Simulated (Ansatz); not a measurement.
# AlNi (Pm-3m) under biaxial strain in the (001) plane

Wanted: the shifts of the zone-centre modes of AlNi (Pm-3m) with strain.

Method: DFT PBEsol, scalar-relativistic, plane waves, PAW; PAW set soft_1, in Ansatz 0.2.0.

Report form: the programs' logs are mostly left out.

The database entry behind the starting cell differs from later determinations by our own check (about 0.2 % short), so it need not match the best structure at ambient conditions.

## (1) The starting structure

It takes space group Pm-3m (No. 221, cubic). The conventional cell has a = 2.881 Å, b = 2.881 Å, c = 2.881 Å, α = 90.00°, β = 90.00°, γ = 90.00°. Al has 8 Ni at 2.50 Å nearest. Ni has 8 Al at 2.50 Å nearest. Farther neighbours are not listed.

## (2) Relaxation

Harmonic phonons are second derivatives at a point where the forces vanish, and they are wanted at zero stress, so atoms and cell are relaxed first.

Input file input.yaml:

```yaml
crystal:
  lattice:
    - [2.881, 0.0, 0.0]
    - [0.0, 2.881, 0.0]
    - [0.0, 0.0, 2.881]
  atoms:
    - { symbol: Al, position: [0.0, 0.0, 0.0] }
    - { symbol: Ni, position: [0.5, 0.5, 0.5] }
kpoints:
  mp_grid: { grid: [14, 14, 14] }
hamiltonian:
  xc: pbesol
  pseudopotentials: { kind: paw, azcp: { folder: soft_1 }, xc_functional: pbe }
scf:
  occupations: { method: gaussian, width: 0.1 }
output:
  forces: true
  stress: true
  eigenvalues: true
relax:
  adjacent_minimum: "off"
  f_tol: 0.005
  max_steps: 80
  cell: { stress_tol: 0.05 }
```

Command:

```sh
$ ansatz run input.yaml --threads 4 --pin off --max-ram 10240MiB --backend cpu --events-out ev --progress --plain --runs-dir out
```

It took 6.7 s on 4 threads of Intel Xeon at 2.50GHz (Skylake/Cascade Lake), shared host; peak memory 0.38 GiB.

This run has no spin polarisation, although Ni can carry a moment.

Relaxation path:

| step | energy less that of the first step (eV) | largest force component (eV/Å) | pressure (GPa) | volume (Å³) |
| --- | --- | --- | --- | --- |
| 1 | 0.0000 | 0.0000 | -3.28 | 23.91 |
| 2 | -0.0042 | 0.0000 | -1.31 | 23.63 |
| 3 | -0.0050 | 0.0000 | 0.04 | 23.44 |
| 4* | -0.0049 | 0.0000 | 0.04 | 23.44 |

Relaxation steps marked * repeat the geometry before them on a plane-wave basis chosen anew for their cell, so energy and pressure can jump there.

Forces are held to the 48 operations that the run works with; a distortion that breaks them can't arise in this run.

| conventional cell, symmetrised | before | after | change |
| --- | --- | --- | --- |
| a (Å) | 2.881 | 2.862 | -0.7 % |
| b (Å) | 2.881 | 2.862 | -0.7 % |
| c (Å) | 2.881 | 2.862 | -0.7 % |
| volume (Å³/atom) | 11.96 | 11.72 | -2.0 % |

The relaxed structure:

```xyz
2
Lattice="2.8618 0.0000 0.0000 0.0000 2.8618 0.0000 0.0000 0.0000 2.8618" Properties=species:S:1:pos:R:3 pbc="T T T"
Al    0.0000    0.0000    0.0000
Ni    1.4309    1.4309    1.4309
```

Numbers from this step:

| Quantity | Value |
| --- | --- |
| pressure | 0.04176 GPa |
| volume per atom | 11.72 Å³ |
| gap on the k-mesh | 0 eV |

In this step the volume went from 11.96 to 11.72 Å³/atom.

## (3) Tight relaxation

Phonons need small forces and stress, so the relaxation is finished with tight tolerances on 16×16×16 k points.

input.yaml, the sections that differ from step 2:

```yaml
crystal:
  lattice:
    - [2.8618020258, 0.0, 0.0]
    - [0.0, 2.8618020258, 0.0]
    - [0.0, 0.0, 2.8618020258]
  atoms:
    - { symbol: Al, position: [0.0, 0.0, 0.0] }
    - { symbol: Ni, position: [0.5, 0.5, 0.5] }
kpoints:
  mp_grid: { grid: [16, 16, 16] }
scf:
  occupations: { method: methfessel_paxton, width: 0.2 }
relax:
  adjacent_minimum: "off"
  f_tol: 0.001
  max_steps: 60
  cell: { stress_tol: 0.01 }
# hamiltonian, output: as in step 2
```

It took 6.8 s on 4 threads; peak memory 0.4 GiB; 22 s of CPU time.

Little changed from the start: no atom moved by 0.005 Å and no cell edge by 0.1 %.

This step gave:

```
pressure : -0.008877 GPa
```

The forces vanish by symmetry and the pressure is -0.009 GPa, within the tolerances set. The cell now holds 11.72 Å³/atom.

## (4) Zone-centre response at rest

Phonons follow from the second derivative of the energy, found here by linear response.

The modes at rest are the reference of the series.

input.yaml, the sections that differ from step 3:

```yaml
crystal:
  lattice:
    - [2.8617390777, 0.0, 0.0]
    - [0.0, 2.8617390777, 0.0]
    - [0.0, 0.0, 2.8617390777]
  atoms:
    - { symbol: Al, position: [0.0, 0.0, 0.0] }
    - { symbol: Ni, position: [0.5, 0.5, 0.5] }
output:
  eigenvalues: true
phonons:
  method: dfpt
# kpoints, hamiltonian, scf: as in step 3
# relax: removed
```

Elapsed: 21 s, on 4 threads; peak memory 0.72 GiB.

Numbers from this step:

* sum-rule residual before enforcement: 1.11e-5 eV/Å²
* point group: m-3m
* highest optical mode at the zone centre (no LO-TO term): 302.1 cm⁻¹
* lowest optical zone-centre mode: 302.1 cm⁻¹

Patterns of degenerate modes are one choice out of their space. Modes at Γ, with each element's share of the kinetic energy:

| mode | frequency (cm⁻¹) | symmetry | Al % | Ni % |
| --- | --- | --- | --- | --- |
| 1 | 0.0 | acoustic | 31 | 69 |
| 2 | 0.0 | acoustic | 31 | 69 |
| 3 | 0.0 | acoustic | 31 | 69 |
| 4 | 302.1 | T1u | 69 | 31 |
| 5 | 302.1 | T1u | 69 | 31 |
| 6 | 302.1 | T1u | 69 | 31 |

Displacements in mode 6 (302.1 cm⁻¹), the largest set to 1:
```
Al1  0.00  0.00  1.00
Ni2  0.00  0.00 -0.46
```

Before it was imposed, the acoustic sum rule was missed by 1.1e-5 eV/Å². Small misses are needed for a sound result but don't prove that mesh and cutoff are converged. The lowest optical mode is real, 302 cm⁻¹.

## (5) A member of the series: biaxial strain of +4 % in the (001) plane

The cell takes a biaxial strain of +4 % in the (001) plane. The strained lengths are held, while the rest of the cell and the atoms relax.

input.yaml, the sections that differ from step 4:

```yaml
crystal:
  lattice:
    - [2.9762086409, 0.0, 0.0]
    - [0.0, 2.9762086409, 0.0]
    - [0.0, 0.0, 2.7651697374]
  atoms:
    - { symbol: Al, position: [0.0, 0.0, 0.0] }
    - { symbol: Ni, position: [0.5, 0.5, 0.5] }
output:
  forces: true
  stress: true
  eigenvalues: true
relax:
  adjacent_minimum: "off"
  f_tol: 0.001
  max_steps: 60
  cell: { stress_tol: 0.01, fix: [a, b, gamma] }
# kpoints, hamiltonian, scf: as in step 4
# phonons: removed
```

Elapsed: 25 s, on 4 threads; peak memory 0.49 GiB; 85 s of CPU time.

The steps of the relaxation:

| step | energy less that of the first step (eV) | largest force component (eV/Å) | pressure (GPa) | volume (Å³) |
| --- | --- | --- | --- | --- |
| 1 | 0.0000 | 0.0000 | -6.59 | 24.49 |
| 2 | -0.0015 | 0.0000 | -5.69 | 24.35 |
| 3 | -0.0018 | 0.0000 | -5.05 | 24.25 |
| 4 | -0.0018 | 0.0000 | -5.09 | 24.26 |
| 5* | -0.0018 | 0.0000 | -5.09 | 24.26 |

Relaxation steps marked * repeat the geometry before them on a plane-wave basis chosen anew for their cell, so energy and pressure can jump there.

Forces are held to the 16 operations that the run works with; a distortion that breaks them can't arise in this run.

| conventional cell, symmetrised | before | after | change |
| --- | --- | --- | --- |
| a (Å) | 2.976 | 2.976 | +0.0 % |
| b (Å) | 2.976 | 2.976 | +0.0 % |
| c (Å) | 2.765 | 2.739 | -1.0 % |
| volume (Å³/atom) | 12.25 | 12.13 | -1.0 % |

Final coordinates:

```xyz
2
Lattice="2.9762 0.0000 0.0000 0.0000 2.9762 0.0000 0.0000 0.0000 2.7387" Properties=species:S:1:pos:R:3 pbc="T T T"
Al    0.0000    0.0000    0.0000
Ni    1.4881    1.4881    1.3694
```

Numbers from this step:

| Item | Value |
| --- | --- |
| pressure | -5.086 GPa |
| volume per atom | 12.13 Å³ |

The forces vanish by symmetry.

## (6) Modes of this member: biaxial strain of +4 % in the (001) plane

The zone-centre modes follow for biaxial strain of +4 % in the (001) plane.

input.yaml, the sections that differ from step 5:

```yaml
crystal:
  lattice:
    - [2.9762086409, 0.0, 0.0]
    - [0.0, 2.9762086409, 0.0]
    - [0.0, 0.0, 2.7387397548]
  atoms:
    - { symbol: Al, position: [0.0, 0.0, 0.0] }
    - { symbol: Ni, position: [0.5, 0.5, 0.5] }
output:
  eigenvalues: true
phonons:
  method: dfpt
# kpoints, hamiltonian, scf: as in step 5
# relax: removed
```

It took 57 s on 4 threads; peak memory 1 GiB; 3.2 min of CPU time.

This step gave:

- sum-rule residual before enforcement: 2.93e-5 eV/Å²
- point group: 4/mmm
- highest optical mode at the zone centre (no LO-TO term): 279.2 cm⁻¹
- lowest optical zone-centre mode: 278.4 cm⁻¹

Patterns of degenerate modes are one choice out of their space. The modes at Γ (shares of kinetic energy by element, %):

| mode | frequency (cm⁻¹) | symmetry | Al % | Ni % |
| --- | --- | --- | --- | --- |
| 1 | 0.0 | acoustic | 31 | 69 |
| 2 | 0.0 | acoustic | 31 | 69 |
| 3 | 0.0 | acoustic | 31 | 69 |
| 4 | 278.4 | A2u | 69 | 31 |
| 5 | 279.2 | Eu | 69 | 31 |
| 6 | 279.2 | Eu | 69 | 31 |

The lowest optical mode is real, 278 cm⁻¹, and the highest lies at 279.2 cm⁻¹.

Between step 4 and this run (strain 4 %) the value for the highest optical mode at the zone centre (no LO-TO term) moves from 302 cm⁻¹ to 279 cm⁻¹ (-8 %).

## (7) A member of the series: biaxial strain of -4 % in the (001) plane

The cell takes a biaxial strain of -4 % in the (001) plane. The strained lengths are held, while the rest of the cell and the atoms relax.

input.yaml, the sections that differ from step 6:

```yaml
crystal:
  lattice:
    - [2.7472695146, 0.0, 0.0]
    - [0.0, 2.7472695146, 0.0]
    - [0.0, 0.0, 2.9900474876]
  atoms:
    - { symbol: Al, position: [0.0, 0.0, 0.0] }
    - { symbol: Ni, position: [0.5, 0.5, 0.5] }
output:
  forces: true
  stress: true
  eigenvalues: true
relax:
  adjacent_minimum: "off"
  f_tol: 0.001
  max_steps: 60
  cell: { stress_tol: 0.01, fix: [a, b, gamma] }
# kpoints, hamiltonian, scf: as in step 6
# phonons: removed
```

It took 32 s on 4 threads; peak memory 0.48 GiB.

The steps of the relaxation:

| step | energy less that of the first step (eV) | largest force component (eV/Å) | pressure (GPa) | volume (Å³) |
| --- | --- | --- | --- | --- |
| 1 | 0.0000 | 0.0000 | 7.47 | 22.57 |
| 2 | -0.0029 | 0.0000 | 6.09 | 22.73 |
| 3 | -0.0045 | 0.0000 | 4.10 | 22.97 |
| 4 | -0.0045 | 0.0000 | 3.98 | 22.98 |
| 5* | -0.0047 | 0.0000 | 3.99 | 22.98 |
| 6 | -0.0047 | 0.0000 | 3.97 | 22.99 |
| 7* | -0.0047 | 0.0000 | 3.97 | 22.99 |

Relaxation steps marked * repeat the geometry before them on a plane-wave basis chosen anew for their cell, so energy and pressure can jump there.

The run keeps the 16 symmetry operations that it works with, so distortions that break them were not tested.

| conventional cell, symmetrised | before | after | change |
| --- | --- | --- | --- |
| a (Å) | 2.747 | 2.747 | -0.0 % |
| b (Å) | 2.747 | 2.747 | -0.0 % |
| c (Å) | 2.990 | 3.046 | +1.9 % |
| volume (Å³/atom) | 11.28 | 11.49 | +1.9 % |

Final coordinates:

```cif
data_structure
_symmetry_space_group_name_H-M 'P 1'
_symmetry_Int_Tables_number 1
_cell_length_a 2.7473
_cell_length_b 2.7473
_cell_length_c 3.0456
_cell_angle_alpha 90.000
_cell_angle_beta 90.000
_cell_angle_gamma 90.000
_cell_volume 22.99
loop_
_atom_site_label
_atom_site_type_symbol
_atom_site_fract_x
_atom_site_fract_y
_atom_site_fract_z
_atom_site_occupancy
Al1 Al 0.00000 0.00000 0.00000 1
Ni2 Ni 0.50000 0.50000 0.50000 1
```

Numbers from this step:

```
pressure        : 3.974 GPa
volume per atom : 11.49 Å³
```

The forces vanish by symmetry.

The cell grew by 1.9 % in volume.

## (8) Zone-centre modes of the member: biaxial strain of -4 % in the (001) plane

The zone-centre modes follow for biaxial strain of -4 % in the (001) plane.

input.yaml, the sections that differ from step 7:

```yaml
crystal:
  lattice:
    - [2.7472695146, 0.0, 0.0]
    - [0.0, 2.7472695146, 0.0]
    - [0.0, 0.0, 3.0455810735]
  atoms:
    - { symbol: Al, position: [0.0, 0.0, 0.0] }
    - { symbol: Ni, position: [0.5, 0.5, 0.5] }
output:
  eigenvalues: true
phonons:
  method: dfpt
# kpoints, hamiltonian, scf: as in step 7
# relax: removed
```

Elapsed: 60 s, on 4 threads; peak memory 1 GiB; 3.2 min of CPU time.

Numbers from this step:

- sum-rule residual before enforcement: 1.59e-5 eV/Å²
- highest optical mode at the zone centre (no LO-TO term): 319.6 cm⁻¹
- lowest optical zone-centre mode: 304.6 cm⁻¹

Patterns of degenerate modes are one choice out of their space. The modes at Γ (shares of kinetic energy by element, %):

| mode | frequency (cm⁻¹) | symmetry | Al % | Ni % |
| --- | --- | --- | --- | --- |
| 1 | 0.0 | acoustic | 31 | 69 |
| 2 | 0.0 | acoustic | 31 | 69 |
| 3 | 0.0 | acoustic | 31 | 69 |
| 4 | 304.6 | Eu | 69 | 31 |
| 5 | 304.6 | Eu | 69 | 31 |
| 6 | 319.6 | A2u | 69 | 31 |

The lowest optical mode is real, 305 cm⁻¹, and the highest lies at 319.6 cm⁻¹.

For the highest optical mode at the zone centre (no LO-TO term), step 4 gave 302 cm⁻¹; this run, with strain -4 %, gives 320 cm⁻¹ (+6 %).

## (9) All members side by side

The members are set side by side, also those not shown above.

Stress is positive in compression; energies are extrapolated to zero smearing, and E0 is that at rest; the edges not held and the atoms are relaxed in each cell; all runs use 16×16×16 k points and Methfessel-Paxton smearing of 0.2 eV. State of the crystal along the series:

| strain (%) | in-plane stress (GPa) | free strain along [001] (%) | E - E0 (meV/atom) |
| --- | --- | --- | --- |
| -4 | 5.961 | 6.424 | 20.4 |
| -3 | 5.039 | 4.484 | 12.23 |
| -2 | 3.58 | 2.825 | 5.727 |
| -1 | 1.941 | 1.305 | 1.52 |
| 0 | -0.008877 | 0 | 0 |
| 1 | -2.101 | -1.139 | 1.624 |
| 2 | -3.94 | -2.281 | 6.162 |
| 3 | -5.692 | -3.374 | 13.13 |
| 4 | -7.628 | -4.298 | 22.75 |

Optical modes are counted from below at rest and tracked from member to member by their patterns, and modes that stay within 0.3 cm⁻¹ of each other stand once; labels, where given, are those at rest; the edges not held and the atoms are relaxed in each cell; all runs use 16×16×16 k points and Methfessel-Paxton smearing of 0.2 eV. Optical modes along the series:

| strain (%) | optical mode 1 T1u, singlet (cm⁻¹) | optical mode 2 T1u, doublet (cm⁻¹) |
| --- | --- | --- |
| -4 | 319.6 | 304.6 |
| -3 | 316.4 | 307 |
| -2 | 312.1 | 306.9 |
| -1 | 307.5 | 305.5 |
| 0 | 302.1 | 302.1 |
| 1 | 296.1 | 297.2 |
| 2 | 290.4 | 292.1 |
| 3 | 284.6 | 286.3 |
| 4 | 278.4 | 279.2 |

Value and slope at zero strain of a cubic (a lower polynomial where under five rows exist) through the rows within 2 % of rest. Slopes at rest:

| mode | frequency (cm⁻¹) | shift per percent of strain (cm⁻¹) | shift per GPa of compressive stress (cm⁻¹) |
| --- | --- | --- | --- |
| optical mode 1 T1u, singlet | 302.1 | -5.76 | 2.78 |
| optical mode 2 T1u, doublet | 302 | -4.24 | 2.05 |

## (10) Outcome

```yaml
members: 9
highest_optical_mode_at_the_zone_centre_no_lo_to_term_at_rest: 302.1 cm⁻¹
biaxial_modulus_in_the_001_plane: 207 GPa
optical_mode_1_t1u_singlet_shift_per_percent: -5.76 cm⁻¹
optical_mode_2_t1u_doublet_shift_per_percent: -4.24 cm⁻¹
```

The stress changes by 2.07 GPa for each percent, a biaxial modulus of 207 GPa in the (001) plane. For each percent the free edge responds with -1.20 %. The strain lowers the symmetry: the level at 302.1 cm⁻¹ splits, into 319.6 and 304.6 cm⁻¹ at -4 %. Within 2 % of rest optical mode 2 T1u, doublet bends away from a straight line, so a single slope holds only near rest. The fastest shift in the table of slopes is -5.8 cm⁻¹ for each percent (optical mode 1 T1u, singlet), or 2.8 cm⁻¹ for each GPa of compressive stress. For small strain, the measured shift of a line that Raman or infrared light can see, divided by its slope, estimates the stress, if the state of stress is of this kind. These are harmonic frequencies at zero temperature: anharmonic shifts, linewidths and thermal expansion are left out. With no gap, or one that is small against the smearing, the frequencies hang on the k mesh and the smearing, most of all near Kohn anomalies. The runs are without spin polarisation, although the cell has an odd electron count. The PAW files were made for PBE; the program adapts parts of them to the functional of the run, but their partial waves stay those of PBE, an approximation that was not tested in this session. Only the zone centre was solved, so an instability at another wavevector cannot show here.

[Logs are printed without paths, hosts, clocks, repeated set-up lines and the standing remarks that a program may print on its own settings, such as how far it seeks lower states.]

[Hosts, paths, dates, database ids (printed as entryN), source tags and the programs' standing remarks are cut or masked in the printed files.]
